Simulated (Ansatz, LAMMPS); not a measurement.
# Localised basis functions on glassy 67P2O5-33MgO (mol %) (80 atoms), part 2 of 2

Aim: test how closely localised support functions follow the reference on glassy 67P2O5-33MgO (mol %) (80 atoms), and at what cost. A setting counts as converged where the r.m.s. difference of forces stays under 1 % of the r.m.s. force.

Ansatz 0.2.0; Kohn-Sham DFT, PBE, PAW (set soft_2), plane waves.

The cell: 20 P, 5 Mg and 55 O. The quench rate of 25 K/ps is many orders above laboratory rates. The network of bonds at the start is that of the classical potential that made the cell. Sampling is at Γ alone, for a cell whose shortest periodic width is 11 Å.

So far. Step 4 (Support functions low): Forces differ from the reference by 0.91 meV/Å r.m.s., 0.053 % of their size, well within a tolerance of 1 %; the energy by -5.7 meV/atom. It took 1.9 min and 13 cycles; the reference's time can't be set against it, since the two runs asked for unlike analyses.

**5. Support functions medium**

The cell is solved in localised support functions. Besides, the program derives a nominal cutoff of 464 eV for this run, against the reference's 420.

This step: Kohn-Sham DFT, PBE, PAW (set soft_2), localised support functions (medium) (Ansatz 0.2.0).

input.yaml reads:

```yaml
crystal:
  lattice:
    - [10.7052, 0.0, 0.0]
    - [0.0, 10.7052, 0.0]
    - [0.0, 0.0, 10.7052]
  atoms:
    [... the 80 atom lines of step 3 ...]
kpoints:
  mp_grid: { grid: [1, 1, 1] }
hamiltonian:
  xc: pbe
scf:
  occupations: { method: fixed }
  eigensolver: { kind: { support_functions: { accuracy: medium } } }
  max_iter: 150
output:
  forces: true
  eigenvalues: true
```

Started as:

```sh
$ ansatz run input.yaml --threads 4 --pin off --max-ram 8192MiB --backend cpu --events-out ev --progress --plain --runs-dir out
```

Numbers of over 12 decimals in the logs are rounded to 6 here.

The program printed:

```text
[...]
Warning: basis.ecutwfc = 464 eV, auto-derived: no grid that the accuracy of the support functions lays serves the files at the lower one that their records recommend; a deck with other species or settings can derive another value
[...]
Crystal: 80 atoms, lattice volume = 1226.830 Å³
Basis set: ecut = 464 eV, 27825 PW (Γ), exchange–correlation on 160×160×160 points (8 copies of the dense FFT grid, shifted against one another)
Bands: 288, of which v1, the nominal top of the filled ones, is band 240 counted from 1 (239 counted from 0)
Symmetry: 1 space group operations
k-points: 1
[...]
SCF iter   1: F=—  HF=-55920.168744 eV  |F-HF|=—  |Δ(HF+E_count)|=         —  Δρ=1.13e-1  dr2=1.70e2  ethr=1.00e-1
[...]
SCF iter  13: F=—  HF=-55962.738624 eV  |F-HF|=—  |Δ(HF+E_count)|=   1.60e-3  Δρ=1.76e-5  dr2=4.75e-6  ethr=4.08e-9  κ⁻¹=1.9e-5(r=7)
SCF iter  14: F=-55962.739918 eV  HF=-55962.739918 eV  |F-HF|=3.45e-7  |Δ(HF+E_count)|=   1.29e-3  Δρ=7.52e-6  dr2=1.05e-6  ethr=9.90e-10
SCF 1 converged in 14 iterations: F = -55962.756389 eV  dr2 = 1.05e-6
[...]
SCF converged after 14 iterations
[...]
Free energy (F): -55962.756389 eV
[...]
Internal energy: -55962.756389 eV  (E = F + TS)
E sigma→0 (E₀):  -55962.756389 eV
Fermi energy:    2.779641 eV
[...]
Σ components = -55962.756389   (vs F -55962.756389, Δ=0.00e0)
--- Forces (eV/Å), atoms counted from 1 ---
  atom   1  P      2.93645925     3.61269431    -3.24770005
  atom   2  P     -4.31502752    -2.87194530    -0.51794910
  atom   3  P      2.80458997     0.47209425     1.21023379
  atom   4  P     -0.87165954     1.30093056    -3.90428961
[...]
atom  80  O     -1.05363122    -0.41761065     0.71019941
  max |Σ_I F_I| component: 1.70e-3 eV/Å
--- Band table (eV) ---
[...]
```

It took 2 min on 4 threads of Arm Neoverse V1, shared host; peak memory 3.3 GiB; 7.7 min of CPU time.

Keys that differ from the reference: support_functions.accuracy = "medium" and scf.max_iter = 150.

Forces differ from the reference by 0.86 meV/Å r.m.s., 0.051 % of their size, well within a tolerance of 1 %; the energy by -5.7 meV/atom. It took 2 min and 14 cycles; the reference's time can't be set against it, since the two runs asked for unlike analyses.

**6. Support functions medium, radius 3.19 Å**

The radius confines each support function; a larger one gives more freedom and more work per atom.

input.yaml, the sections that differ from step 5:

```yaml
scf:
  occupations: { method: fixed }
  eigensolver: { kind: { support_functions: { accuracy: medium, radius: 3.19 } } }
  max_iter: 150
# crystal, kpoints, hamiltonian, output: as in step 5
```

The program printed:

```text
Warning: scf.eigensolver.kind.support_functions: disabling space-group detection — the functions' gradient is summed over unrotated k-points, so no spatial operation reduces the k-mesh or symmetrises the density; time reversal is kept, so that k and −k are solved as one point where they differ and the mesh holds both, and exact exchange and, on two spinor components, a DFT+U term hold to it where the run has them: [...]
Warning: basis.ecutwfc = 464 eV, auto-derived: no grid that the accuracy of the support functions lays serves the files at the lower one that their records recommend; a deck with other species or settings can derive another value
settings of this run that can trade accuracy for cost: scf.eigensolver.kind.support_functions [...]
Engine: ansatz 0.2.0, aarch64-unknown-linux-gnu
Pseudopotentials: kind: paw
Pseudopotential: P, paw, valence charge 5, recommended cutoff 420 eV (normal), P.paw.azcp
Pseudopotential: Mg, paw, valence charge 10, recommended cutoff 420 eV (normal), Mg.paw.azcp
Pseudopotential: O, paw, valence charge 6, recommended cutoff 420 eV (normal), O.paw.azcp
[... 5 lines on functional and potentials left out ...]
Error: SCF: the radius of support functions is under 3.57 Å, the least for these sites at the functions' level (scf.eigensolver.kind.support_functions.accuracy). Use scf.eigensolver.kind: auto, or type scf.eigensolver.kind.support_functions.radius at least as long, [...]
```

Elapsed: 4.6 s, on 4 threads; peak memory 0.28 GiB.

The program refuses radii under 3.57 Å for these atoms at this level.

**7. The ladder side by side**

Each row is set against the plane-wave reference (Kohn-Sham DFT, PBE, PAW (set soft_2), plane waves; r.m.s. force component 1.69 eV/Å). Energies are set beside the reference only for runs with its functional, potentials and electron count. Times are for 4 threads of Arm Neoverse V1, shared host. The reference's time includes the DOS, the stress and grids, which some other runs skip.

| run | Δ force, r.m.s. (meV/Å) | share of r.m.s. force (%) | Δ energy (meV/atom) | Δ gap (eV) | cycles | time | host memory (GiB) |
| --- | --- | --- | --- | --- | --- | --- | --- |
| reference | - | - | - | - | 10 | 20 s | 1.4 |
| support functions low | 0.906 | 0.0535 | -5.72 | -3.0e-4 | 13 | 1.9 min | 3.2 |
| support functions medium | 0.857 | 0.0507 | -5.73 | -3.0e-4 | 14 | 2 min | 3.3 |

**8. What the reference run shows**

With the settings judged, the reference run is read for its physics.

Neighbours are counted within 2.02 Å (O-P), 2.48 Å (O-Mg).

Length of the force by element and coordination:

| element | coordination | atoms | mean length of the force (eV/Å) | spread | least | most |
| --- | --- | --- | --- | --- | --- | --- |
| Mg | all | 5 | 1.38 | 0.353 | 1.05 | 1.88 |
| Mg | 3 | 1 | 1.15 | 0 | 1.15 | 1.15 |
| Mg | 4 | 4 | 1.44 | 0.372 | 1.05 | 1.88 |
| O | all | 55 | 1.92 | 1.07 | 0.384 | 5.00 |
| O | 1 | 12 | 1.53 | 0.880 | 0.424 | 3.44 |
| O | 2 | 42 | 1.99 | 1.08 | 0.384 | 5.00 |
| O | 3 | 1 | 3.54 | 0 | 3.54 | 3.54 |
| P | all | 20 | 4.18 | 1.78 | 0.953 | 8.63 |

Density of states as counts of states in windows of 1 eV (from the Fermi level), total and the larger projections:

| from (eV) | to (eV) | total | O p | P p | O s |
| --- | --- | --- | --- | --- | --- |
| -18 | -17 | 10.8 | 0.5 | 2.1 | 8.0 |
| -17 | -16 | 0.6 | 0.0 | 0.1 | 0.4 |
| -16 | -15 | 3.9 | 2.2 | 0.5 | 0.6 |
| -15 | -14 | 5.8 | 3.4 | 0.8 | 0.8 |
| -14 | -13 | 7.1 | 4.3 | 1.1 | 0.7 |
| -13 | -12 | 10.6 | 6.9 | 2.1 | 0.8 |
| -12 | -11 | 11.8 | 8.1 | 2.7 | 0.5 |
| -11 | -10 | 8.3 | 5.8 | 2.0 | 0.2 |
| -10 | -9 | 2.5 | 1.8 | 0.6 | 0.1 |
| -9 | -8 | 7.8 | 5.9 | 0.8 | 0.8 |
| -8 | -7 | 24.9 | 19.1 | 2.1 | 2.3 |
| -7 | -6 | 39.4 | 32.6 | 2.8 | 2.6 |
| -6 | -5 | 38.9 | 33.6 | 2.2 | 1.9 |
| -5 | -4 | 42.4 | 37.5 | 1.9 | 1.7 |
| -4 | -3 | 37.4 | 33.9 | 1.3 | 1.1 |
| -3 | -2 | 37.7 | 34.8 | 1.2 | 0.6 |
| -2 | -1 | 30.4 | 28.3 | 1.1 | 0.2 |
| -1 | 0 | 20.4 | 19.4 | 0.4 | 0.1 |
| 0 | 1 | 0.7 | 0.7 | 0.0 | 0.0 |
| 1 | 2 | 0.4 | 0.0 | 0.1 | 0.1 |
| 2 | 3 | 2.7 | 0.3 | 0.4 | 0.6 |
| 3 | 4 | 9.9 | 1.4 | 2.2 | 1.7 |
| 4 | 5 | 10.7 | 1.4 | 2.7 | 1.6 |

With fixed occupations the program's Fermi level is the highest filled level; weight inside the gap is the broadening of levels at its edges.

Between -26 and -18 eV lie 99 more states.

The stored curve holds about 440 of the 480 electrons; the rest, give or take the few that broadening carries across the Fermi level, lie in deeper levels below its range.

The levels nearest the highest filled one (over half full), pooled over k-points and spins:

| level less the highest filled one (eV) | occupation |
| --- | --- |
| -0.524 | 2 |
| -0.470 | 2 |
| -0.389 | 2 |
| -0.29 | 2 |
| -0.162 | 2 |
| 0 | 2 |
| 2.13 | 0 |
| 3.04 | 0 |
| 3.27 | 0 |
| 3.48 | 0 |
| 3.74 | 0 |
| 3.94 | 0 |

Electrostatic potential energy in the bc plane at fractional x = 0.169, with atoms of P and Mg and O within 0.2 Å of it. With pseudopotentials it is smooth inside the atoms' cores, unlike the true potential.

Ten even steps from '_' (-44 eV) to '@' (10 eV), each cell a mean:
```
@@@@@@%%%%%%**==**######==--++@@@@@@@@@@%%%%##**##@@@@@@@@@@
@@@@@@@@@@@@@@%%%%%%##++..__::%%@@@@@@@@@@@@##==++%%%%%%%%%%
%%@@@@@@@@@@@@@@%%%%%%##==::++@@@@@@@@@@@@@@@@####%%##**++**
##%%@@@@@@@@@@@@@@@@@@@@@@@@@@@@@@@@@@@@@@@@@@@@@@%%++..__::
##%%@@@@@@@@@@@@@@@@@@@@@@@@@@@@@@@@@@@@@@@@@@@@@@%%++____::
%%%%%%@@@@@@@@@@@@@@@@@@@@@@@@@@@@@@@@@@@@@@@@@@@@%%##++==**
@@%%%%@@@@@@@@@@@@@@@@@@@@@@@@@@@@@@@@@@@@@@@@@@@@%%%%%%%%%%
@@@@@@@@@@@@@@@@@@@@@@@@@@@@@@@@@@@@@@@@@@@@@@@@@@@@@@@@@@@@
@@@@@@@@@@@@@@%%%%@@@@@@@@@@@@@@@@@@@@@@@@@@@@%%%%%%%%@@@@@@
@@@@@@@@@@@@@@%%######%%@@@@@@@@@@@@@@@@@@%%%%######%%%%@@@@
@@@@@@@@@@@@@@%%++::::==##@@@@@@@@@@@@@@@@%%**--..--**%%%%@@
@@@@@@@@@@@@@@##::______++%%@@@@@@@@@@@@%%##==______++##%%@@
@@@@@@@@@@@@@@##::____..++%%@@@@@@@@@@@@@@%%++..__::**%%@@@@
@@@@@@@@@@@@**--::----++##@@@@@@@@@@%%**%%%%%%****####++**%%
@@@@@@@@@@@@--____++%%%%@@@@@@@@@@%%++--**@@@@%%%%%%==____==
%%@@@@@@@@@@++::--##@@@@@@@@@@@@@@@@##++%%@@@@@@@@%%==____==
%%%%@@@@@@@@@@@@@@@@@@@@@@@@@@@@@@@@@@@@@@@@@@@@@@@@##++==**
**##%%@@@@@@@@@@@@@@@@@@@@@@@@@@@@@@@@@@@@@@@@@@@@%%##**====
==::==##@@@@@@@@@@@@@@@@@@@@@@@@@@@@@@@@@@@@@@@@@@%%##**====
..____==%%%%@@@@@@@@@@@@@@@@@@@@@@@@@@@@@@%%%%%%%%%%%%####**
==....==**##%%@@@@@@@@@@@@@@@@@@@@@@@@%%########%%%%%%%%%%%%
%%##**==--++####%%@@@@@@@@@@@@@@@@@@%%##++----++##%%@@@@@@@@
@@%%**==--==::::++%%@@@@@@@@@@@@@@@@%%##==....==##%%@@@@@@@@
@@%%%%****++..__--##%%%%@@@@@@@@@@@@@@%%**====**%%@@@@@@@@@@
```
Columns run along b (10.7 Å; values clipped at the 3rd and 97th percentile), rows up along c (10.7 Å). Atoms in or near the plane, at fractional coordinates: P at (0.33, 0.49), Mg at (0.80, 0.50), O at (0.44, 0.93), O at (0.92, 0.37), O at (0.05, 0.17), O at (0.25, 0.38).

Valence density in the bc plane at fractional x = 0.169, with atoms of P and Mg and O within 0.2 Å of it. It is the smooth field of the valence electrons, not physical close to the nuclei.

Values in units of 1e0 e/Å³, 13 rows by 16 columns, each cell a mean:
```
0.2 0.2 0.2 0.9 0.8 0.5 2.6 3.8 0.4 0.0 0.1 0.4 1.5 0.7 0.1 0.1
0.1 0.1 0.0 0.0 0.1 0.3 1.5 2.2 0.3 0.0 0.0 0.2 0.7 0.4 1.3 1.9
0.3 0.3 0.1 0.0 0.1 0.0 0.1 0.1 0.0 0.0 0.0 0.0 0.0 0.1 3.3 5.0
0.5 0.6 0.2 0.1 0.1 0.0 0.0 0.0 0.0 0.0 0.0 0.0 0.0 0.0 0.1 0.1
0.1 0.1 0.1 0.3 0.5 0.2 0.0 0.0 0.0 0.0 0.0 0.0 0.0 0.0 0.0 0.0
0.0 0.0 0.0 0.3 0.8 0.5 0.3 0.1 0.0 0.0 0.0 0.0 1.7 1.6 0.0 0.0
0.0 0.0 0.0 0.3 0.7 0.3 0.6 0.2 0.1 0.1 0.1 0.2 9.6 9.1 0.2 0.1
0.2 0.0 0.2 2.3 3.7 0.9 0.3 0.1 0.1 0.8 1.7 0.4 0.2 0.4 2.4 1.9
0.3 0.0 0.1 1.7 2.6 0.4 0.0 0.0 0.1 0.6 1.2 0.3 0.1 0.4 3.5 3.0
0.7 0.5 0.1 0.1 0.1 0.0 0.0 0.0 0.0 0.1 0.1 0.0 0.1 0.2 0.5 0.7
4.3 3.8 0.4 0.0 0.0 0.0 0.0 0.0 0.0 0.0 0.1 0.1 0.3 0.5 0.3 0.6
1.3 1.5 0.5 0.6 0.3 0.1 0.0 0.0 0.0 0.1 0.6 0.8 0.4 0.3 0.1 0.2
0.2 0.3 0.7 3.3 2.7 0.3 0.3 0.2 0.1 0.1 0.4 0.7 0.5 0.2 0.0 0.0
```
Columns run along b (10.7 Å), rows up along c (10.7 Å). Atoms in or near the plane, at fractional coordinates: P at (0.33, 0.49), Mg at (0.80, 0.50), O at (0.44, 0.93), O at (0.92, 0.37), O at (0.05, 0.17), O at (0.25, 0.38).

**9. Structure statistics**

Bonds and neighbours are counted at the geometry of the runs.

Density 2.19 g/cm³, 15.34 Å³ an atom.

Pair distribution functions g(r), in bins of 0.2 Å:

| r (Å) | total | O-O | O-P | O-Mg | P-P | P-Mg | Mg-Mg |
| --- | --- | --- | --- | --- | --- | --- | --- |
| 1.40 | 1.12 | 0.00 | 3.28 | 0.00 | 0.00 | 0.00 | 0.00 |
| 1.60 | 4.02 | 0.00 | 11.71 | 0.00 | 0.00 | 0.00 | 0.00 |
| 1.80 | 0.00 | 0.00 | 0.00 | 0.00 | 0.00 | 0.00 | 0.00 |
| 2.00 | 0.45 | 0.00 | 0.00 | 5.29 | 0.00 | 0.00 | 0.00 |
| 2.20 | 0.19 | 0.00 | 0.00 | 2.21 | 0.00 | 0.00 | 0.00 |
| 2.40 | 1.51 | 3.14 | 0.00 | 0.31 | 0.00 | 0.00 | 0.00 |
| 2.60 | 1.40 | 2.91 | 0.00 | 0.27 | 0.00 | 0.00 | 0.00 |
| 2.80 | 0.21 | 0.33 | 0.17 | 0.00 | 0.00 | 0.00 | 0.00 |
| 3.00 | 0.53 | 0.64 | 0.05 | 0.40 | 2.64 | 0.54 | 0.00 |
| 3.20 | 0.87 | 1.04 | 0.21 | 0.18 | 3.73 | 1.83 | 0.00 |
| 3.40 | 0.80 | 0.77 | 0.72 | 0.63 | 0.00 | 4.19 | 0.00 |
| 3.60 | 0.99 | 0.90 | 1.29 | 0.42 | 0.00 | 1.92 | 5.80 |
| 3.80 | 1.21 | 0.54 | 2.33 | 1.34 | 0.33 | 0.65 | 0.00 |
| 4.00 | 1.27 | 0.84 | 1.96 | 1.55 | 0.74 | 0.64 | 0.00 |
| 4.20 | 0.88 | 0.88 | 0.88 | 1.42 | 0.55 | 0.00 | 0.00 |
| 4.40 | 0.90 | 0.83 | 0.97 | 1.29 | 0.73 | 0.50 | 0.00 |
| 4.60 | 1.13 | 1.26 | 0.94 | 1.44 | 1.16 | 0.45 | 1.86 |
| 4.80 | 1.02 | 1.01 | 1.00 | 1.16 | 0.73 | 1.48 | 1.75 |
| 5.00 | 1.33 | 1.68 | 0.70 | 0.99 | 2.92 | 1.17 | 0.00 |
| 5.20 | 0.99 | 1.04 | 0.77 | 0.86 | 1.72 | 1.44 | 1.46 |

Bonds by pair of elements; cutoffs follow the first minimum of g(r), held within bounds set by covalent radii, and pairs that aren't listed don't count as bonded:

| pair A-B | cutoff (Å) | bonds | mean length (Å) | spread (Å) | shortest (Å) | B about A | A about B |
| --- | --- | --- | --- | --- | --- | --- | --- |
| O-P | 2.02 | 80 | 1.54 | 0.044 | 1.45 | 1.46 | 4 |
| O-Mg | 2.48 | 19 | 2.08 | 0.122 | 1.91 | 0.345 | 3.8 |

How many atoms have how many bonded neighbours:

| element | mean | 1 | 2 | 3 | 4 |
| --- | --- | --- | --- | --- | --- |
| Mg | 3.8 | 0 | 0 | 1 | 4 |
| O | 1.8 | 12 | 42 | 1 | 0 |
| P | 4 | 0 | 0 | 0 | 20 |

Oxygen atoms by the number of network formers (Si, P, Ge, B, Al, As, Ga) bound to them:

| network formers bound to O | O atoms | per cent |
| --- | --- | --- |
| 0 | 0 | 0 |
| 1 | 30 | 54.5 |
| 2 | 25 | 45.5 |

Network units: each former by its oxygen neighbours and how many of them bridge to another former:

| former | O neighbours | bridging O | atoms |
| --- | --- | --- | --- |
| P | 4 | 1 | 1 |
| P | 4 | 2 | 8 |
| P | 4 | 3 | 11 |

Rings of the network by King's shortest-path rule, up to 12 atoms, one path for each pair of neighbours; H, halogens, alkali and alkaline-earth atoms are left out, and the last column divides by all other atoms, bonded or not:

| ring size (atoms) | rings | per network atom |
| --- | --- | --- |
| 10 | 1 | 0.013 |

For some of the pairs, g(r) has its first main peak near 2.5 Å (O-O), 1.5 Å (O-P), 2.0 Å (O-Mg), 3.1 Å (P-P) and 3.4 Å (P-Mg). By these cutoffs 80 % of Mg atoms have 4, 76 % of O atoms have 2 and all P atoms have 4 bonded neighbours. 46 % of the oxygens bridge two formers (P) and 54 % are non-bridging. The commonest P unit has 4 oxygens, 3 of them shared with other formers (11 of 20 atoms). All rings counted have 10 atoms.

Local excerpt of 17 atoms (numbers count through the whole input) about Mg23, one of the 5 Mg atoms; x, y, z are measured from there.

| atom | x | y | z | distance (Å) | bonds | Fx | Fy | Fz (eV/Å) |
| --- | --- | --- | --- | --- | --- | --- | --- | --- |
| Mg23 | 0.00 | 0.00 | 0.00 | 0.00 | 4 | 0.02 | -1.49 | 1.14 |
| O42 | 0.13 | 0.17 | 2.00 | 2.01 | 2 | -0.16 | 0.30 | 0.47 |
| O36 | 0.78 | 1.38 | -1.27 | 2.03 | 2 | -0.27 | 0.08 | -0.75 |
| O72 | -1.78 | -0.99 | -0.38 | 2.07 | 2 | 1.10 | 2.97 | 0.93 |
| O68 | 1.28 | -1.83 | 0.17 | 2.24 | 2 | 0.36 | 1.47 | 0.27 |
| P17 | 2.25 | 1.42 | -1.46 | 3.03 | 4 | -0.03 | 1.32 | 4.42 |
| O48 | 2.82 | 1.37 | 0.06 | 3.13 | 2 | -0.41 | -2.85 | -4.09 |
| P8 | -2.37 | -2.08 | -1.14 | 3.35 | 4 | 0.75 | -3.57 | 0.28 |
| P4 | -0.71 | 0.41 | 3.26 | 3.36 | 4 | -0.87 | 1.30 | -3.90 |
| P9 | 1.24 | -3.31 | 0.29 | 3.55 | 4 | -5.06 | 0.33 | -4.09 |
| O50 | 2.83 | 0.30 | -2.28 | 3.65 | 2 | -2.62 | -1.70 | 1.19 |
| O60 | -1.66 | -2.22 | -2.52 | 3.75 | 2 | -0.99 | -0.84 | -1.21 |
| O59 | -1.94 | 1.24 | 2.98 | 3.77 | 2 | -0.06 | 0.33 | 0.19 |
| O79 | 0.20 | -1.09 | -3.61 | 3.77 | 1 | 0.57 | 0.67 | -0.16 |
| O27 | 1.94 | 2.57 | 2.03 | 3.80 | 1 | -0.07 | -1.17 | -0.11 |
| P11 | 3.13 | 1.82 | 1.50 | 3.92 | 4 | -1.03 | 3.97 | 3.64 |
| O49 | -1.19 | -1.03 | 3.64 | 3.97 | 2 | 0.33 | -1.27 | 0.93 |

The column of bonds counts only the pairs O-P within 2.02 Å, O-Mg within 2.48 Å; other neighbours, such as metal atoms beside each other in a compound, aren't counted, and periodic images can show an atom twice.

**10. What came out**

| Quantity | Value |
| --- | --- |
| free energy per atom | -699.5287 eV/atom |
| pressure | 0.628 GPa |
| r.m.s. force component | 1.692 eV/Å |
| gap (highest filled to lowest empty level) | 2.132 eV |
| wall time of the 3 DFT runs | 4.2 min |

**Reading.** Against plane waves at 420 eV, the forces differ by 0.86 meV/Å (0.051 %) with support functions medium. At 80 atoms the fastest of the runs at a preset level, support functions low, takes roughly 5.7 times the time of plane waves (whose run also made extra analyses, so the like-for-like ratio is larger), in 13 SCF cycles against 10. Differences between support functions and plane waves include what basis error the plane-wave run still has.

The highest filled and lowest empty levels differ by 2.13 eV (at Γ alone); a semilocal functional tends to put such gaps too low. In a disordered cell it changes from sample to sample, and tail or defect levels can set it. By these cutoffs 80 % of Mg atoms have 4, 76 % of O atoms have 2 and all P atoms have 4 bonded neighbours. 46 % of the oxygens bridge two formers (P) and 54 % are non-bridging.

What to keep in mind: The force components of 1.7 eV/Å r.m.s. come partly from thermal motion and partly from the difference between the classical potential and DFT. The pressure of a single frame lacks the kinetic term.

[Logs are printed without paths, hosts, clocks, repeated set-up lines and the standing remarks that a program may print on its own settings, such as how far it seeks lower states.]

[Hosts, paths, dates, database ids (printed as entryN), source tags and the programs' standing remarks are cut or masked in the printed files.]
